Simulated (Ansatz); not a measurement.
# Li (P6/mmm, 3 atoms in the cell): phonons and vibrational spectra

Aim: the vibrations of Li (P6/mmm, 3 atoms in the cell), their spectra, and whether the structure is stable.

Program: Ansatz 0.2.0. Level of theory: DFT PBEsol+D4, scalar-relativistic, plane waves, PAW. Results are calculated unless marked as measured.

This is not the structure that Li takes at ambient pressure and room temperature (bcc); it is a model or a phase of other conditions.

## 1. The structure

The structure is hexagonal, space group P6/mmm (No. 191). Conventional cell: a = 4.949 Å, b = 4.949 Å, c = 2.889 Å, α = 90.00°, β = 90.00°, γ = 120.00°. Li has 14 Li at 2.89 to 3.20 Å nearest. Nearest to Li lie 11 Li at 2.86 to 3.20 Å.

## 2. Relaxation

The cell and atoms are relaxed, since residual forces and stress would shift the frequencies.

Contents of input.yaml:

```yaml
crystal:
  lattice:
    - [4.9488671308, 0.0, 0.0]
    - [-2.4744335654, 4.2858446552, 0.0]
    - [0.0, 0.0, 2.888843]
  atoms:
    - { symbol: Li, position: [0.0, 0.0, 0.0] }
    - { symbol: Li, position: [0.66666667, 0.33333333, 0.5] }
    - { symbol: Li, position: [0.33333333, 0.66666667, 0.5] }
kpoints:
  mp_grid: { grid: [9, 9, 14] }
hamiltonian:
  xc: pbesol
  dispersion: d4
scf:
  occupations: { method: gaussian, width: 0.1 }
output:
  forces: true
  stress: true
  eigenvalues: true
  write_density: true
  write_potential: true
  elf: true
  volumetric_format: npy
relax:
  adjacent_minimum: "off"
  f_tol: 0.005
  max_steps: 80
  cell: { stress_tol: 0.05 }
```

Launch:

```console
> ansatz run input.yaml --threads 4 --pin off --max-ram 7168MiB --backend cpu --events-out ev --progress --plain --runs-dir out
```

Numbers of over 12 decimals in the logs are rounded to 6 here.

The log of the run:

```text
Engine: ansatz 0.2.0, aarch64-unknown-linux-gnu
Pseudopotentials: kind: paw
Pseudopotential: Li, paw, valence charge 3, recommended cutoff 420 eV (normal), Li.paw.azcp
Functional definition: PBEsol
  exchange = pbesol_x
  correlation = pbesol_c
Crystal: 3 atoms, lattice volume = 61.273 Å³
Basis set: ecut = 420 eV, 1227 PW (Γ), exchange–correlation on 72×72×40 points (8 copies of the dense FFT grid, shifted against one another)
Bands: 9, of which v1, the nominal top of the filled ones, is band 5 counted from 1 (4 counted from 0)
Symmetry: 24 space group operations
Space group: P6/mmm (ITA 191), of the structure as read, at distance tolerance 3.9e-5 Å
k-points: 96 of 1134
Non-local potential: Li, projectors of the file, l = 0: 3, l = 1: 2, l = 2: 1
PAW form: soft (Blöchl's): semilocal exchange-correlation on the pseudo side does not see the compensation charge
PAW one-centre angular grid: Li, 110 points (default); XC on 64 Gauss nodes
Initial density: superposition of atomic densities (neutral atoms: chi_scale 0, normalization atom), corrected by the library's trained network
Initial wavefunctions: pseudopotential atomic-orbital guess
Functional: x = pbesol(κ = 0.804, μ = 0.123457), c = pbesol(β = 0.046)
SCF iter   1: F=—  HF=-608.999839 eV  |F-HF|=—  |Δ(HF+E_count)|=         —  Δρ=1.76e-3  dr2=1.90e-3  ethr=1.77e-3  ⟨swp⟩=4.1  Hψ=5075  notcnv=0
preconditioner: auto → none  [metal: Δε(μ)=0.039 eV  Ē_g=5.183 eV  σ=0.100 eV  W_gap=0.21  n_scr=6 (ndim 8)  ℏωp=8.2 eV  f_vac=0.000  D(μ)=1.23/eV (n_scr^D=6)  sad-step TF]
SCF iter   2: F=—  HF=-608.997996 eV  |F-HF|=—  |Δ(HF+E_count)|=   1.84e-3  Δρ=9.34e-4  dr2=8.16e-4  ethr=2.11e-5  ⟨swp⟩=2.0  Hψ=1928  notcnv=0
SCF iter   3: F=—  HF=-608.997531 eV  |F-HF|=—  |Δ(HF+E_count)|=   4.65e-4  Δρ=8.03e-5  dr2=8.14e-6  ethr=9.06e-6  ⟨swp⟩=2.4  Hψ=1234  notcnv=0
SCF iter   4: F=—  HF=-608.997512 eV  |F-HF|=—  |Δ(HF+E_count)|=   1.93e-5  Δρ=2.53e-5  dr2=6.41e-7  ethr=9.05e-8  ⟨swp⟩=2.0  Hψ=981  notcnv=0
iter 5 did not close the SCF: its close was put off for the readings that it lacked (scf_convergence_deferred on its scf_iter line)
SCF iter   5: F=-608.997512 eV  HF=-608.997512 eV  |F-HF|=1.32e-9  |Δ(HF+E_count)|=   2.64e-8  Δρ=3.87e-6  dr2=1.38e-8  ethr=7.13e-9  ⟨swp⟩=1.0  Hψ=820  notcnv=0
SCF iter   6: F=-608.997512 eV  HF=-608.997512 eV  |F-HF|=2.66e-11  |Δ(HF+E_count)|=   1.92e-9  Δρ=3.19e-7  dr2=8.33e-11  ethr=1.54e-10  ⟨swp⟩=5.0  Hψ=3675  notcnv=0
SCF 1 converged in 6 iterations: F = -608.997512 eV  dr2 = 8.33e-11
  greatest PAW one-centre occupation: 0.999 electrons in one spin orbital (limit 2), on the Li atom at site 0 (counted from 0), in its partial waves of l = 0
relax step   1: F+E_penalty+E_count = -608.99751172 eV  Δ(F+E_penalty+E_count) = +0.000e0 eV  max|allowed force component| = 5.011e-18 eV/Å  Δτ_max = 0.0000 Å  P = -0.212 GPa  Ω = 61.273 Å³  (6 SCF iters, dr2 threshold 1.00e-7 eV, accepted)
Crystal: 3 atoms, lattice volume = 60.727 Å³
Basis set: ecut = 420 eV, 1179 PW (Γ), exchange–correlation on 72×72×40 points (8 copies of the dense FFT grid, shifted against one another)
Initial density: handed on by an earlier stage of this run
Initial wavefunctions: those handed on with the density
iter 1 solved again at ethr=3.62e-8 eV; its pass at ethr=3.10e-3 eV (dr2=3.26e-6 eV) is discarded
SCF iter   1: F=—  HF=-608.998245 eV  |F-HF|=—  |Δ(HF+E_count)|=         —  Δρ=6.02e-5  dr2=2.88e-6  ethr=3.62e-8  ⟨swp⟩=2.0  Hψ=7027  notcnv=0
preconditioner: auto → none  [metal: Δε(μ)=0.033 eV  Ē_g=5.212 eV  σ=0.100 eV  W_gap=0.18  n_scr=6 (ndim 8)  ℏωp=8.3 eV  f_vac=0.000  D(μ)=1.25/eV (n_scr^D=6)]
SCF iter   2: F=—  HF=-608.998227 eV  |F-HF|=—  |Δ(HF+E_count)|=   1.75e-5  Δρ=2.92e-5  dr2=6.53e-7  ethr=3.20e-8  ⟨swp⟩=1.0  Hψ=864  notcnv=0
SCF iter   3: F=-608.998226 eV  HF=-608.998226 eV  |F-HF|=1.40e-10  |Δ(HF+E_count)|=   6.87e-7  Δρ=1.25e-6  dr2=1.56e-9  ethr=2.43e-9  ⟨swp⟩=5.9  Hψ=3404  notcnv=0
SCF 2 converged in 3 iterations: F = -608.998226 eV  dr2 = 1.56e-9
relax step   2: F+E_penalty+E_count = -608.99822646 eV  Δ(F+E_penalty+E_count) = -7.147e-4 eV  max|allowed force component| = 5.782e-19 eV/Å  Δτ_max = 0.0000 Å  P = -0.094 GPa  Ω = 60.727 Å³  energy of the carried Pulay correction = +1.178e-5 eV  (3 SCF iters, dr2 threshold 2.18e-7 eV, accepted)
Crystal: 3 atoms, lattice volume = 60.304 Å³
Basis set: ecut = 420 eV, 1155 PW (Γ), exchange–correlation on 72×72×40 points (8 copies of the dense FFT grid, shifted against one another)
iter 1 solved again at ethr=2.18e-8 eV; its pass at ethr=3.10e-3 eV (dr2=1.96e-6 eV) is discarded
SCF iter   1: F=—  HF=-608.998403 eV  |F-HF|=—  |Δ(HF+E_count)|=         —  Δρ=4.76e-5  dr2=1.79e-6  ethr=2.18e-8  ⟨swp⟩=2.0  Hψ=6955  notcnv=0
preconditioner: auto → none  [metal: Δε(μ)=0.024 eV  Ē_g=5.234 eV  σ=0.100 eV  W_gap=0.13  n_scr=6 (ndim 8)  ℏωp=8.3 eV  f_vac=0.000  D(μ)=1.27/eV (n_scr^D=6)]
SCF iter   2: F=—  HF=-608.998387 eV  |F-HF|=—  |Δ(HF+E_count)|=   1.57e-5  Δρ=2.30e-5  dr2=4.01e-7  ethr=1.99e-8  ⟨swp⟩=1.0  Hψ=864  notcnv=0
SCF iter   3: F=-608.998387 eV  HF=-608.998387 eV  |F-HF|=9.81e-11  |Δ(HF+E_count)|=   4.26e-7  Δρ=1.16e-6  dr2=1.23e-9  ethr=4.31e-10  ⟨swp⟩=4.7  Hψ=3812  notcnv=0
SCF 3 converged in 3 iterations: F = -608.998387 eV  dr2 = 1.23e-9
relax step   3: F+E_penalty+E_count = -608.99838659 eV  Δ(F+E_penalty+E_count) = -1.601e-4 eV  max|allowed force component| = 4.819e-18 eV/Å  Δτ_max = 0.0000 Å  P = +0.001 GPa  Ω = 60.304 Å³  energy of the carried Pulay correction = +2.104e-5 eV  (3 SCF iters, dr2 threshold 3.88e-8 eV, accepted)
Initial wavefunctions: pseudopotential atomic-orbital guess (no wavefunctions were taken with the density)
iter 1 solved again at ethr=2.09e-10 eV; its pass at ethr=3.10e-3 eV (dr2=1.88e-8 eV) is discarded
SCF iter   1: F=—  HF=-608.998378 eV  |F-HF|=—  |Δ(HF+E_count)|=         —  Δρ=3.30e-6  dr2=2.15e-9  ethr=2.09e-10  ⟨swp⟩=3.1  Hψ=7951  notcnv=0
SCF iter   2: F=—  HF=-608.998364 eV  |F-HF|=—  |Δ(HF+E_count)|=   1.42e-5  Δρ=1.77e-6  dr2=5.18e-10  ethr=2.39e-11  ⟨swp⟩=2.0  Hψ=1309  notcnv=0
SCF iter   3: F=-608.998364 eV  HF=-608.998364 eV  |F-HF|=1.40e-11  |Δ(HF+E_count)|=  3.67e-10  Δρ=1.86e-7  dr2=5.52e-12  ethr=1.00e-12  ⟨swp⟩=3.0  Hψ=3154  notcnv=0
SCF 4 converged in 3 iterations: F = -608.998364 eV  dr2 = 5.52e-12
  greatest PAW one-centre occupation: 1.000 electrons in one spin orbital (limit 2), on the Li atom at site 0 (counted from 0), in its partial waves of l = 0
relax step   4: F+E_penalty+E_count = -608.99836401 eV  Δ(F+E_penalty+E_count) = +2.258e-5 eV  max|allowed force component| = 5.011e-18 eV/Å  Δτ_max = 0.0000 Å  P = +0.001 GPa  Ω = 60.304 Å³  stress off target by 2.57e-3 GPa  SCF on the basis re-selected at this cell (its energy is not comparable with the rows above)  (3 SCF iters)
basis re-selected at this cell: Δ(F+E_penalty+E_count) = +2.258e-5 eV, ΔP = +0.000 GPa vs the last step (what re-selecting the basis moved, of the pressure what is left beyond the Pulay correction that the steps carried, after the strain that the cell walked since its last selection, with what the two solves' SCF thresholds leave and, on support functions, any second-order correction that the steps lacked; it is no m [...]
SCF converged after 3 iterations
Free energy (F): -608.998364 eV
Harris-Foulkes:  -608.998364 eV  (|F-HF|=1.40e-11)
Internal energy: -608.992033 eV  (E = F + TS)
E sigma→0 (E₀):  -608.995198 eV
Entropy (-TS):   -0.006331 eV (-2.110 meV/atom)
Fermi energy:    1.051363 eV
--- Per-component energies (eV) ---
  E_band       = -270.307799
  E_kinetic    = 63.588203
  E_local      = -395.591374  (includes V_loc(G=0)·N_el)
  E_nonlocal   = -99.577916
  E_hartree    = 117.283644
  E_xc         = -29.711290
  E_vxc        = -38.469070  (∫ρ·V_xc dr)
  E_paw        = -58.771065  (= ΣΔE_a)
  E_vpaw       = -34.825034  (= ΣTr[D̂ρ^β])
  E_aug_tail   = 0.000070  (compensation charges beyond the density's cutoff)
  E_ewald      = -206.178538
  E_disp       = -0.033767  (pairwise vdW)
  E_smearing   = -0.006331  (= −TS)
  E_closure    = -0.000000  (closes the sum)
  Σ components = -608.998364   (vs F -608.998364, Δ=0.00e0)
--- Forces (eV/Å), atoms counted from 1 ---
  atom   1  Li     0.00000000     0.00000000     0.00000000
  atom   2  Li     0.00000000     0.00000000     0.00000000
  atom   3  Li     0.00000000    -0.00000000     0.00000000
  max |Σ_I F_I| component: 5.78e-19 eV/Å
--- Stress (GPa, compression-positive) ---
        0.002567      -0.000000       0.000000
        0.000000       0.002567       0.000000
        0.000000       0.000000      -0.001850
  P = ⅓ Tr σ = 0.0011 GPa (0.011 kbar)
--- Band table (eV; the first three rows and the last of 96) ---
  k-point 0: bands = ["-44.9341", "-44.9114", "-44.8125", "-2.5245", "3.1716", "3.1716", "3.2301", "3.2301", "6.9519"]
  k-point 1: bands = ["-44.9334", "-44.9109", "-44.8119", "-2.4562", "3.2598", "3.2598", "3.3207", "3.3207", "6.7879"]
  k-point 2: bands = ["-44.9316", "-44.9093", "-44.8104", "-2.2515", "3.5234", "3.5234", "3.5924", "3.5924", "6.2429"]
  k-point 95: bands = ["-44.9106", "-44.9106", "-44.8011", "1.8696", "2.3167", "2.3167", "4.3138", "4.3138", "5.1894"]
--- Relaxed structure (3 steps of the walk, 3 accepted, 1 SCFs on fresh bases) ---
  F+E_penalty+E_count = -608.99836401 eV   max|allowed force component| = 5.011e-18 eV/Å   (the final SCF, on the basis selected at the relaxed cell)
  cell:  # Å, volume = 60.3045 Å³
    - [4.911778, 0.0, 0.0]
    - [-2.455889, 4.253724, 0.0]
    - [0.0, 0.0, 2.886300]
  atoms:
    - { symbol: Li, position: [0, 0, 0.0] }
    - { symbol: Li, position: [0.666667, 0.333333, 0.5] }
    - { symbol: Li, position: [0.333333, 0.666667, 0.5] }
```

It took 7.4 s on 4 threads of Arm Neoverse N1, shared host; peak memory 0.36 GiB; 21 s of CPU time.

Step by step:

| step | energy less that of the first step (eV) | largest force component (eV/Å) | pressure (GPa) | volume (Å³) |
| --- | --- | --- | --- | --- |
| 1 | 0.0000 | 0.0000 | -0.21 | 61.27 |
| 2 | -0.0007 | 0.0000 | -0.09 | 60.73 |
| 3 | -0.0009 | 0.0000 | 0.00 | 60.30 |
| 4* | -0.0009 | 0.0000 | 0.00 | 60.30 |

Relaxation steps marked * repeat the geometry before them on a plane-wave basis chosen anew for their cell, so energy and pressure can jump there.

The run keeps the 24 symmetry operations that it works with, so distortions that break them were not tested.

| conventional cell, symmetrised | before | after | change |
| --- | --- | --- | --- |
| a (Å) | 4.949 | 4.912 | -0.7 % |
| b (Å) | 4.949 | 4.912 | -0.7 % |
| c (Å) | 2.889 | 2.886 | -0.1 % |
| volume (Å³/atom) | 20.42 | 20.10 | -1.6 % |

The relaxed structure:

```cif
data_structure
_symmetry_space_group_name_H-M 'P 1'
_symmetry_Int_Tables_number 1
_cell_length_a 4.9118
_cell_length_b 4.9118
_cell_length_c 2.8863
_cell_angle_alpha 90.000
_cell_angle_beta 90.000
_cell_angle_gamma 120.000
_cell_volume 60.30
loop_
_atom_site_label
_atom_site_type_symbol
_atom_site_fract_x
_atom_site_fract_y
_atom_site_fract_z
_atom_site_occupancy
Li1 Li 0.00000 0.00000 0.00000 1
Li2 Li 0.66667 0.33333 0.50000 1
Li3 Li 0.33333 0.66667 0.50000 1
```

Numbers from this step:

| Item | Value |
| --- | --- |
| pressure | 0.001094 GPa |
| volume per atom | 20.10 Å³ |
| gap on the k-mesh | 0 eV |

Electrostatic potential energy in the ab plane at fractional z = 0.500, with atoms of Li within 0.2 Å of it. With pseudopotentials it is smooth inside the atoms' cores, unlike the true potential.

Ten even steps from '0' (-31 eV) to '9' (3 eV), each cell a mean:
```
99999999999999
99999888999999
99986347999999
99851037999999
99720158999999
99733589998899
99877899865689
99999998511489
99999996101689
99999985115899
99999987678999
99999998899999
99999999999999
```
Columns run along a (4.9 Å; values clipped at the 3rd and 97th percentile), rows up along b (4.9 Å). Atoms in or near the plane, at fractional coordinates: Li at (0.67, 0.33), Li at (0.33, 0.67).

ELF in the ab plane at fractional z = 0.500, with atoms of Li within 0.2 Å of it. It is the smooth field of the valence electrons, not physical close to the nuclei.

Ten even steps from '0' (0.30 × 1e-1) to '9' (9.90 × 1e-1), each cell a mean:
```
45665322456654
56541000256655
66301420156666
64028950256666
52069820454445
41035103320013
41000133001002
53223430278203
65556510798114
66666401772036
55566300000356
45566420024665
44566543456654
```
Columns run along a (4.9 Å), rows up along b (4.9 Å). Atoms in or near the plane, at fractional coordinates: Li at (0.67, 0.33), Li at (0.33, 0.67).

Valence density in the ab plane at fractional z = 0.500, with atoms of Li within 0.2 Å of it. It is the smooth field of the valence electrons, not physical close to the nuclei.

Ten steps, logarithmic in the rise over the least value, from '_' (0.1 e/Å³) to '@' (7.1 e/Å³), each cell a mean:
```
____________________________
____________________________
________--++==______________
______==%%@@**______________
____..**@@%%==______________
____..++**==________________
__________________::--::____
________________==%%%%==____
______________::##@@%%--____
______________--####==______
________________::..________
____________________________
____________________________
```
Columns run along a (4.9 Å), rows up along b (4.9 Å). Atoms in or near the plane, at fractional coordinates: Li at (0.67, 0.33), Li at (0.33, 0.67).

In this step the volume went from 20.42 to 20.10 Å³/atom.

## 3. Relaxing to small forces for the phonons

Phonons need a cell at rest on their own settings, so the relaxation is repeated with tight tolerances on forces and stress on the k mesh and occupations of the first response run.

Contents of input.yaml:

```yaml
crystal:
  lattice:
    - [4.9117776725, 0.0, 0.0]
    - [-2.4558888362, 4.2537242421, 0.0]
    - [0.0, 0.0, 2.8862995597]
  atoms:
    - { symbol: Li, position: [0.0, 0.0, 0.0] }
    - { symbol: Li, position: [0.6666666667, 0.3333333333, 0.5] }
    - { symbol: Li, position: [0.3333333333, 0.6666666667, 0.5] }
kpoints:
  mp_grid: { grid: [10, 10, 16] }
hamiltonian:
  xc: pbesol
  dispersion: d4
scf:
  occupations: { method: methfessel_paxton, width: 0.15 }
output:
  forces: true
  stress: true
  eigenvalues: true
relax:
  adjacent_minimum: "off"
  f_tol: 0.001
  max_steps: 60
  cell: { stress_tol: 0.01 }
```

The log of the run:

```text
[...]
Crystal: 3 atoms, lattice volume = 60.304 Å³
Basis set: ecut = 420 eV, 1155 PW (Γ), exchange–correlation on 72×72×40 points (8 copies of the dense FFT grid, shifted against one another)
Bands: 9, of which v1, the nominal top of the filled ones, is band 5 counted from 1 (4 counted from 0)
Symmetry: 24 space group operations
[...]
k-points: 126 of 1600
[...]
--- Band table (eV; the first three rows and the last of 126) ---
[...]
--- Relaxed structure (3 steps of the walk, 3 accepted, 1 SCFs on fresh bases) ---
[...]
cell:  # Å, volume = 60.2962 Å³
    - [4.914931, -2.8886202832086273e-11, 0.0]
    - [-2.457466, 4.256455, 0.0]
    - [0.0, 0.0, 2.882203]
  atoms:
    - { symbol: Li, position: [0, 0, 0.0] }
    - { symbol: Li, position: [0.666667, 0.333333, 0.5] }
    - { symbol: Li, position: [0.333333, 0.666667, 0.5] }
[key lines of the parts left out:]
SCF converged after 4 iterations
Free energy (F): -608.991923 eV
Fermi energy:    1.066893 eV
P = ⅓ Tr σ = -0.0000 GPa (-0.000 kbar)
```

Run time: 8.9 s. Hardware: 4 threads; peak memory 0.38 GiB; 26 s of CPU time.

Relaxation path:

| step | energy less that of the first step (eV) | largest force component (eV/Å) | pressure (GPa) | volume (Å³) |
| --- | --- | --- | --- | --- |
| 1 | 0.0000 | 0.0000 | 0.00 | 60.30 |
| 2 | 0.0000 | 0.0000 | 0.00 | 60.30 |
| 3 | 0.0000 | 0.0000 | 0.00 | 60.30 |
| 4* | 0.0000 | 0.0000 | 0.00 | 60.30 |

Relaxation steps marked * repeat the geometry before them on a plane-wave basis chosen anew for their cell, so energy and pressure can jump there.

Forces are held to the 24 operations that the run works with; a distortion that breaks them can't arise in this run.

| conventional cell, symmetrised | before | after | change |
| --- | --- | --- | --- |
| a (Å) | 4.912 | 4.915 | +0.1 % |
| b (Å) | 4.912 | 4.915 | +0.1 % |
| c (Å) | 2.886 | 2.882 | -0.1 % |
| volume (Å³/atom) | 20.10 | 20.10 | -0.0 % |

Final coordinates:

```cif
data_structure
_symmetry_space_group_name_H-M 'P 1'
_symmetry_Int_Tables_number 1
_cell_length_a 4.9149
_cell_length_b 4.9149
_cell_length_c 2.8822
_cell_angle_alpha 90.000
_cell_angle_beta 90.000
_cell_angle_gamma 120.000
_cell_volume 60.30
loop_
_atom_site_label
_atom_site_type_symbol
_atom_site_fract_x
_atom_site_fract_y
_atom_site_fract_z
_atom_site_occupancy
Li1 Li 0.00000 0.00000 0.00000 1
Li2 Li 0.66667 0.33333 0.50000 1
Li3 Li 0.33333 0.66667 0.50000 1
```

This step gave:

```
pressure : -4.45e-5 GPa
```

The forces vanish by symmetry and the pressure is 0.000 GPa, within the tolerances set. The cell now holds 20.10 Å³/atom.

(Part 1 of 2 ends here.)

[Logs are printed without paths, hosts, clocks, repeated set-up lines and the standing remarks that a program may print on its own settings, such as how far it seeks lower states.]

[Hosts, paths, dates, database ids (printed as entryN), source tags and the programs' standing remarks are cut or masked in the printed files.]
